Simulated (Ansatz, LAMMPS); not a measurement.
## Zn2+ BF4- in 1,3-dioxolane and diglyme and ethylene carbonate, from a frame at 330 K (199 atoms): geometry optimisation

Aim: bring Zn2+ BF4- in 1,3-dioxolane and diglyme and ethylene carbonate, from a frame at 330 K (199 atoms) to a nearby minimum of the energy and see what moves.

Calculated with Ansatz 0.2.0; Kohn-Sham DFT, RPBE+D4, PAW (set soft_2), plane waves.

## Step 1: The starting structure

The cell holds 199 atoms: 39 C, 25 O, 80 H, 10 B, 40 F and 5 Zn. Cell: a = 13.203 Å, b = 13.203 Å, c = 13.203 Å, α = 90.0°, β = 90.0°, γ = 90.0°. 2 1,3-dioxolane, 4 diglyme, 3 ethylene carbonate, 5 Zn2+, 10 BF4- placed at random, at 1.55 g/cm³; overlaps pushed apart, then 10 ps at 550 K with stiff harmonic cages for PF6 and BF4 with UFF radii; divalent ions of Li, Roberts, Chakravorty and Merz (J. Chem. Theory Comput. 9, 2733 (2013)); MMFF94 bonds, angles, torsions, charges and radii (Halgren, J. Comput. Chem. 17, 490 (1996)) in harmonic and 12-6 forms; charges of ions scaled by 0.8. Snapshot after 30 ps at 330 K and fixed volume.

What the set-up can't give: The network of contacts between molecules at the start is that of the classical potential that made the cell. Sampling is at Γ alone, for a cell whose shortest periodic width is 13 Å.

## Step 2: Making the structure

A classical potential makes the cell, at a small fraction of what the same run would cost in DFT.

This step: classical MD, stiff harmonic cages for PF6 and BF4 with UFF radii; divalent ions of Li, Roberts, Chakravorty and Merz (J. Chem. Theory Comput. 9, 2733 (2013)); MMFF94 bonds, angles, torsions, charges and radii (Halgren, J. Comput. Chem. 17, 490 (1996)) in harmonic and 12-6 forms; charges of ions scaled by 0.8 (LAMMPS 22 Jul 2025 - Update 4).

The input, in.lmp:

```
# Zn2+ BF4- in 1,3-dioxolane and diglyme and ethylene carbonate
units real
atom_style full
boundary p p p
bond_style harmonic
angle_style harmonic
dihedral_style opls
improper_style harmonic
special_bonds lj 0 0 0.5 coul 0 0 0.75
read_data data.lmp
neigh_modify delay 0 every 1 check yes one 4000
comm_modify cutoff 12.0
timestep 0.5
thermo_style custom step time temp pe press density
thermo_modify norm yes
# push overlapping molecules apart
pair_style soft 2.6
pair_coeff * * 0.0
variable a equal ramp(1,60)
fix ad all adapt 1 pair soft a * * v_a
velocity all create 550 172098 mom yes dist gaussian
fix lim all nve/limit 0.03
fix lan all langevin 550 550 50 172099 zero yes
thermo 1000
run 3000 post no
unfix ad
pair_style lj/cut/coul/long 9.0
pair_modify mix arithmetic tail yes
pair_coeff 1 1 0.0678 3.3680   # C
pair_coeff 2 2 0.0763 3.0430   # O
pair_coeff 3 3 0.0216 2.5400   # H
pair_coeff 4 4 0.0763 2.9870   # O
pair_coeff 5 5 0.0678 3.4070   # C
pair_coeff 6 6 0.1800 3.6375   # B
# [... 20 lines left out ...]
compute msd all msd com yes
thermo 7500
fix md all nvt temp 330 330 100
run 30000 post no
print "== T330: mean square displacement over the hold $(c_msd[4]:%.2f) A^2"
unfix md
uncompute msd
write_dump all custom T330.dump id type xs ys zs modify sort id
```

On the command line:

```console
$ lmp -in in.lmp -log none -nocite
```

Numbers of over 12 decimals in the logs are rounded to 6 here.

Output:

```text
LAMMPS (22 Jul 2025 - Update 4)
Reading data file ...
  orthogonal box = (0 0 0) to (13.20261 13.20261 13.20261)
  199 atoms
  orthogonal box = (0 0 0) to (13.20261 13.20261 13.20261)
  240 bonds
  247 angles
  243 dihedrals
  3 impropers
WARNING: Bond/angle/dihedral extent > half of periodic box length
   Step          Time           Temp          PotEng         Press         Density
         0   0              550            0.52168304     2619.8312      1.5470003
      1000   500            489.33413      1.9766372      23812.263      1.5470003
      2000   1000           557.80886      1.9416945      26243.296      1.5470003
      3000   1500           498.14003      1.8961303      14052.285      1.5470003
WARNING: Bond/angle/dihedral extent > half of periodic box length
Loop time of 0.310471 s on 1 MPI rank(s) for 3000 steps with 199 atoms
PPPM initialization ...
  G vector (1/distance) = 0.298128
  grid = 8 8 8
  estimated relative force accuracy = 3.9042385e-05
WARNING: Bond/angle/dihedral extent > half of periodic box length
   Step          Time           Temp          PotEng         Press         Density
      3000   1500           498.14003     -1.5953355     -4287.7472      1.5470003
[... 17 lines left out ...]
Loop time of 1.19864 s on 1 MPI rank(s) for 2000 steps with 199 atoms
WARNING: Bond/angle/dihedral extent > half of periodic box length
   Step          Time           Temp          PotEng         Press         Density
      2000   1000           531.31873     -7.4947162      9290.4877      1.5470003
[... 5 lines left out ...]
WARNING: Bond/angle/dihedral extent > half of periodic box length
Loop time of 6.28668 s on 1 MPI rank(s) for 10000 steps with 199 atoms
WARNING: Bond/angle/dihedral extent > half of periodic box length
   Step          Time           Temp          PotEng         Press         Density
[... 4 lines left out ...]
WARNING: Bond/angle/dihedral extent > half of periodic box length
Loop time of 3.077 s on 1 MPI rank(s) for 5000 steps with 199 atoms
WARNING: Bond/angle/dihedral extent > half of periodic box length
   Step          Time           Temp          PotEng         Press         Density
[... 2 lines left out ...]
     30000   29000          318.18295     -8.6087172      337.72746      1.5470003
     37500   36500          359.92212     -8.7065816      8555.6155      1.5470003
     45000   44000          357.92879     -8.6499342      4962.7595      1.5470003
     47000   46000          314.49072     -8.6625679     -6358.5999      1.5470003
WARNING: Bond/angle/dihedral extent > half of periodic box length
Loop time of 18.1755 s on 1 MPI rank(s) for 30000 steps with 199 atoms
== T330: mean square displacement over the hold 5.79 A^2
```

The job ended after 30 s (1 thread of Arm Neoverse V2, shared host; peak memory 0.12 GiB).

The input also reads data.lmp (atoms, bonds and types; not printed here).

## Step 3: Single point at the start

A single point comes first, to see the forces before anything moves.

The input, input.yaml:

```yaml
crystal:
  lattice:
    - [13.20261, 0.0, 0.0]
    - [0.0, 13.20261, 0.0]
    - [0.0, 0.0, 13.20261]
  atoms:
    - { symbol: C, position: [0.33074, 0.86226, 0.57177] }
    - { symbol: O, position: [0.2711, 0.857, 0.66304] }
    - { symbol: C, position: [0.33512, 0.83481, 0.74851] }
    - { symbol: C, position: [0.28318, 0.88359, 0.83861] }
    - { symbol: O, position: [0.17327, 0.87521, 0.8287] }
    - { symbol: C, position: [0.11536, 0.94682, 0.88775] }
    - { symbol: C, position: [0.00882, 0.93869, 0.85273] }
    - { symbol: O, position: [0.01048, 0.93832, 0.73967] }
    - { symbol: C, position: [0.93309, 0.00724, 0.70103] }
    - { symbol: H, position: [0.27756, 0.86222, 0.50866] }
    - { symbol: H, position: [0.37996, 0.79743, 0.5624] }
    - { symbol: H, position: [0.37148, 0.93245, 0.57189] }
    - { symbol: H, position: [0.40852, 0.86527, 0.72504] }
    - { symbol: H, position: [0.33862, 0.74834, 0.7498] }
    - { symbol: H, position: [0.30537, 0.84796, 0.91152] }
    - { symbol: H, position: [0.30839, 0.96562, 0.83263] }
    - { symbol: H, position: [0.12451, 0.93737, 0.97369] }
    - { symbol: H, position: [0.14123, 0.02156, 0.86196] }
    - { symbol: H, position: [0.97723, 0.86149, 0.88395] }
    - { symbol: H, position: [0.95832, 0.9966, 0.89067] }
    - { symbol: H, position: [0.92715, 0.99881, 0.61612] }
    - { symbol: H, position: [0.86302, 0.9812, 0.72136] }
    - { symbol: H, position: [0.94191, 0.09054, 0.72322] }
    - { symbol: C, position: [0.94003, 0.20642, 0.3581] }
    - { symbol: O, position: [0.87708, 0.23169, 0.27685] }
    - { symbol: C, position: [0.84914, 0.33906, 0.28904] }
    - { symbol: C, position: [0.92487, 0.4145, 0.24688] }
    - { symbol: O, position: [0.89922, 0.5148, 0.26242] }
    - { symbol: C, position: [0.96493, 0.58905, 0.20709] }
    - { symbol: C, position: [0.91729, 0.61442, 0.10717] }
    - { symbol: O, position: [0.83073, 0.67998, 0.12823] }
    - { symbol: C, position: [0.77764, 0.70706, 0.03977] }
    [... 161 atom lines left out ...]
    - { symbol: F, position: [0.18333, 0.54282, 0.43552] }
    - { symbol: Zn, position: [0.13673, 0.90472, 0.68884] }
    - { symbol: Zn, position: [0.2465, 0.41138, 0.98034] }
    - { symbol: Zn, position: [0.80885, 0.12483, 0.20687] }
    - { symbol: Zn, position: [0.5066, 0.23716, 0.98625] }
    - { symbol: Zn, position: [0.46044, 0.61328, 0.40327] }
kpoints:
  mp_grid: { grid: [1, 1, 1] }
hamiltonian:
  xc: rpbe
  dispersion: d4
scf:
  occupations: { method: fixed }
output:
  forces: true
  stress: true
  populations: intrinsic
  dos:
    method: { smearing: { sigma: 0.15 } }
    de: 0.1
    projected: { site_lists: { B: [B], C: [C], F: [F], H: [H], O: [O] } }
  eigenvalues: true
```

On the command line:

```console
$ ansatz run input.yaml --threads 4 --pin off --max-ram 8192MiB --backend cpu --events-out ev --progress --plain --runs-dir out
```

Output:

```text
Engine: ansatz 0.2.0, aarch64-unknown-linux-gnu
Pseudopotentials: kind: paw
Pseudopotential: C, paw, valence charge 4, recommended cutoff 420 eV (normal), C.paw.azcp
Pseudopotential: O, paw, valence charge 6, recommended cutoff 420 eV (normal), O.paw.azcp
Pseudopotential: H, paw, valence charge 1, recommended cutoff 420 eV (normal), H.paw.azcp
Pseudopotential: B, paw, valence charge 3, recommended cutoff 420 eV (normal), B.paw.azcp
Pseudopotential: F, paw, valence charge 7, recommended cutoff 420 eV (normal), F.paw.azcp
Pseudopotential: Zn, paw, valence charge 12, recommended cutoff 420 eV (normal), Zn.paw.azcp
[... 5 lines on functional and potentials left out ...]
Crystal: 199 atoms, lattice volume = 2301.333 Å³
Basis set: ecut = 420 eV, 45025 PW (Γ), exchange–correlation on 180×180×180 points (8 copies of the dense FFT grid, shifted against one another)
Bands: 577, of which v1, the nominal top of the filled ones, is band 378 counted from 1 (377 counted from 0)
Symmetry: 1 space group operations
Space group: P1 (ITA 1), of the structure as read, at distance tolerance 1.3e-4 Å
k-points: 1
[... 18 lines on functional and potentials left out ...]
Initial density: superposition of atomic densities (neutral atoms: chi_scale 0, normalization atom), corrected by the library's trained network
Initial wavefunctions: pseudopotential atomic-orbital guess
Functional: x = rpbe, c = pbe(β = 0.066725)
SCF iter   1: F=—  HF=-75997.452049 eV  |F-HF|=—  |Δ(HF+E_count)|=         —  Δρ=6.83e-3  dr2=1.07e0  ethr=1.77e-3  ⟨swp⟩=5.0  Hψ=1984  notcnv=0  defer=197
preconditioner: auto → Resta (q_TF=auto, 2.266 Å⁻¹)  ε∞=2.5  [insulator: Δε(μ)=4.520 eV  Ē_g=17.647 eV  n_scr=460 (ndim 8)  ℏωp=21.3 eV  f_vac=0.328  ε∞_Penn≈2.5]
SCF iter   2: F=—  HF=-75997.231123 eV  |F-HF|=—  |Δ(HF+E_count)|=   2.21e-1  Δρ=3.35e-3  dr2=2.61e-1  ethr=1.42e-4  ⟨swp⟩=2.0  Hψ=835  notcnv=0  defer=197
SCF iter   3: F=—  HF=-75997.174859 eV  |F-HF|=—  |Δ(HF+E_count)|=   5.63e-2  Δρ=1.60e-3  dr2=7.34e-2  ethr=3.45e-5  ⟨swp⟩=2.0  Hψ=714  notcnv=0  defer=197
SCF iter   4: F=—  HF=-75997.146570 eV  |F-HF|=—  |Δ(HF+E_count)|=   2.83e-2  Δρ=4.97e-4  dr2=7.29e-3  ethr=9.71e-6  ⟨swp⟩=2.0  Hψ=999  notcnv=0  defer=197
SCF iter   5: F=—  HF=-75997.143012 eV  |F-HF|=—  |Δ(HF+E_count)|=   3.56e-3  Δρ=3.04e-4  dr2=1.99e-3  ethr=9.65e-7  ⟨swp⟩=2.0  Hψ=758  notcnv=0  defer=197
SCF iter   6: F=—  HF=-75997.142140 eV  |F-HF|=—  |Δ(HF+E_count)|=   8.72e-4  Δρ=1.12e-4  dr2=2.67e-4  ethr=2.63e-7  ⟨swp⟩=2.0  Hψ=756  notcnv=0  defer=197
SCF iter   7: F=—  HF=-75997.142021 eV  |F-HF|=—  |Δ(HF+E_count)|=   1.19e-4  Δρ=3.29e-5  dr2=3.07e-5  ethr=3.54e-8  ⟨swp⟩=2.0  Hψ=750  notcnv=0  defer=197
SCF iter   8: F=—  HF=-75997.142196 eV  |F-HF|=—  |Δ(HF+E_count)|=   1.75e-4  Δρ=1.74e-5  dr2=6.10e-6  ethr=4.06e-9  ⟨swp⟩=2.0  Hψ=955  notcnv=0  defer=196
SCF iter   9: F=—  HF=-75997.142193 eV  |F-HF|=—  |Δ(HF+E_count)|=   2.37e-6  Δρ=6.60e-6  dr2=9.22e-7  ethr=8.07e-10  ⟨swp⟩=2.0  Hψ=764  notcnv=0  defer=196
SCF iter  10: F=—  HF=-75997.142193 eV  |F-HF|=—  |Δ(HF+E_count)|=   4.10e-7  Δρ=2.65e-6  dr2=1.50e-7  ethr=1.22e-10  ⟨swp⟩=2.0  Hψ=756  notcnv=0  defer=196
SCF iter  11: F=-75997.142193 eV  HF=-75997.142193 eV  |F-HF|=2.09e-8  |Δ(HF+E_count)|=   6.46e-8  Δρ=1.05e-6  dr2=2.46e-8  ethr=1.32e-11  ⟨swp⟩=17.0  Hψ=4021  notcnv=0
SCF 1 converged in 11 iterations: F = -75997.142193 eV  dr2 = 2.46e-8
  greatest PAW one-centre occupation: 0.997 electrons in one spin orbital (limit 2), on the Zn atom at site 195 (counted from 0), in its partial waves of l = 2
SCF converged after 11 iterations
Free energy (F): -75997.142193 eV
Harris-Foulkes:  -75997.142193 eV  (|F-HF|=2.09e-8)
Internal energy: -75997.142193 eV  (E = F + TS)
E sigma→0 (E₀):  -75997.142193 eV
Fermi energy:    0.162622 eV
--- Per-component energies (eV) ---
  E_band       = -6524.366867
  E_kinetic    = 18562.182812
  E_local      = -103050.232415  (includes V_loc(G=0)·N_el)
  E_nonlocal   = 8498.553005
  E_hartree    = 42855.202463
  E_xc         = -8672.003695
  E_vxc        = -10335.643169  (∫ρ·V_xc dr)
  E_paw        = -26062.518689  (= ΣΔE_a)
  E_vpaw       = -5909.661692  (= ΣTr[D̂ρ^β])
  E_aug_tail   = 0.032177  (compensation charges beyond the density's cutoff)
  E_ewald      = -8099.164891
  E_disp       = -26.704580  (pairwise vdW)
  E_core_change = -2.488381  (= ΣΔE_core)
  E_smearing   = -0.000000  (= −TS)
  E_closure    = -0.000000  (closes the sum)
  Σ components = -75997.142193   (vs F -75997.142193, Δ=0.00e0)
--- Forces (eV/Å), atoms counted from 1 ---
  atom   1  C     -1.12234018    -0.10167608    -0.62258191
  atom   2  O      1.61410145    -0.61129543    -0.93276079
  atom   3  C     -0.74197804    -2.28659231    -0.66589241
  atom   4  C      0.94841802     1.11389258     0.78320386
  atom   5  O      1.01974062    -0.69553070     1.48699897
  atom   6  C      1.00840780     1.09104797     0.73180095
  atom   7  C     -1.72168094    -2.29200211     1.14553752
  atom   8  O     -3.55269581     1.65304953     2.93667737
  atom   9  C      1.56588321     1.57989132    -2.21425054
  atom  10  H     -0.11130316     0.13209382    -0.15109530
  atom  11  H      0.27631706    -0.31397396     0.28560187
  atom  12  H      0.62902291     0.64948411    -0.08531986
  atom  13  H      0.29437204     0.05909356     0.98485501
  atom  14  H      0.22356002     1.24323014     0.47824336
[...]
atom 198  Zn     1.21876588    -0.55009008     1.09514456
  atom 199  Zn    -1.07824259     0.60255012    -0.77333411
  max |Σ_I F_I| component: 9.90e-5 eV/Å
--- Stress (GPa, compression-positive) ---
        5.612288      -0.383307       0.694860
       -0.383309       5.717881       0.969839
        0.694856       0.969836       5.625080
  P = ⅓ Tr σ = 5.6517 GPa (56.517 kbar)
--- Band table (eV) ---
  k-point 0: bands = ["-26.1769", "-25.8508", "-25.6647", "-25.5470", [... 561 levels ...], "11.8416", "11.8520", "11.8717", "11.8970", "11.9492", "11.9727", "11.9898", "12.0154", "12.0426", "12.0743", "12.0844", "12.1147"]
--- intrinsic populations: 199 sites ---
  site symbol       q [e]
     0      C      4.3156
     1      O      6.4551
     2      C      4.0979
[...]
198     Zn     10.4128
  spilling = -0.000000 (of n_electrons = 756.000000)
```

Elapsed: 57 s, on 4 threads of Arm Neoverse V2, shared host; peak memory 3.6 GiB.

Read from the output:

* free energy: -75997.1422 eV
* free energy per atom: -381.8952 eV/atom
* SCF cycles: 11
* pressure: 5.652 GPa
* r.m.s. force component: 1.239 eV/Å
* longest force: 6.613 eV/Å
* Fermi energy: 0.1626 eV
* gap (highest filled to lowest empty level): 3.572 eV

The r.m.s. force component of 1.2 eV/Å and the pressure of 5.7 GPa set the starting point.

Neighbours are counted within 1.34 Å (H-C), 1.72 Å (F-B), 2.38 Å (F-Zn), 1.85 Å (C-C), 1.73 Å (C-O), 2.48 Å (O-Zn).

Length of the force by element and coordination:

| element | coordination | atoms | mean length of the force (eV/Å) | spread | least | most |
| --- | --- | --- | --- | --- | --- | --- |
| B | all | 10 | 2.19 | 0.968 | 1.15 | 4.16 |
| C | all | 39 | 1.99 | 0.711 | 0.841 | 3.35 |
| C | 3 | 3 | 1.09 | 0.0968 | 0.995 | 1.22 |
| C | 4 | 36 | 2.07 | 0.688 | 0.841 | 3.35 |
| F | all | 40 | 2.04 | 1.58 | 0.229 | 6.61 |
| F | 1 | 23 | 1.20 | 0.647 | 0.229 | 2.78 |
| F | 2 | 17 | 3.19 | 1.73 | 0.606 | 6.61 |
| H | all | 80 | 1.04 | 0.545 | 0.230 | 3.11 |
| O | all | 25 | 3.04 | 1.39 | 1.05 | 5.79 |
| O | 1 | 1 | 1.05 | 0 | 1.05 | 1.05 |
| O | 2 | 13 | 2.66 | 1.07 | 1.09 | 4.74 |
| O | 3 | 11 | 3.68 | 1.44 | 1.72 | 5.79 |
| Zn | all | 5 | 2.28 | 0.789 | 1.46 | 3.73 |

(Part 1 of 3 ends here.)

[Logs are printed without paths, hosts, clocks, repeated set-up lines and the standing remarks that a program may print on its own settings, such as how far it seeks lower states.]

[Hosts, paths, dates, database ids (printed as entryN), source tags and the programs' standing remarks are cut or masked in the printed files.]

[The MMFF94 radii named for the starting cell were scaled by 0.96; in molecules described by MMFF94, hydrogen bound to N, O or S took a small fixed 12-6 site in their place.]
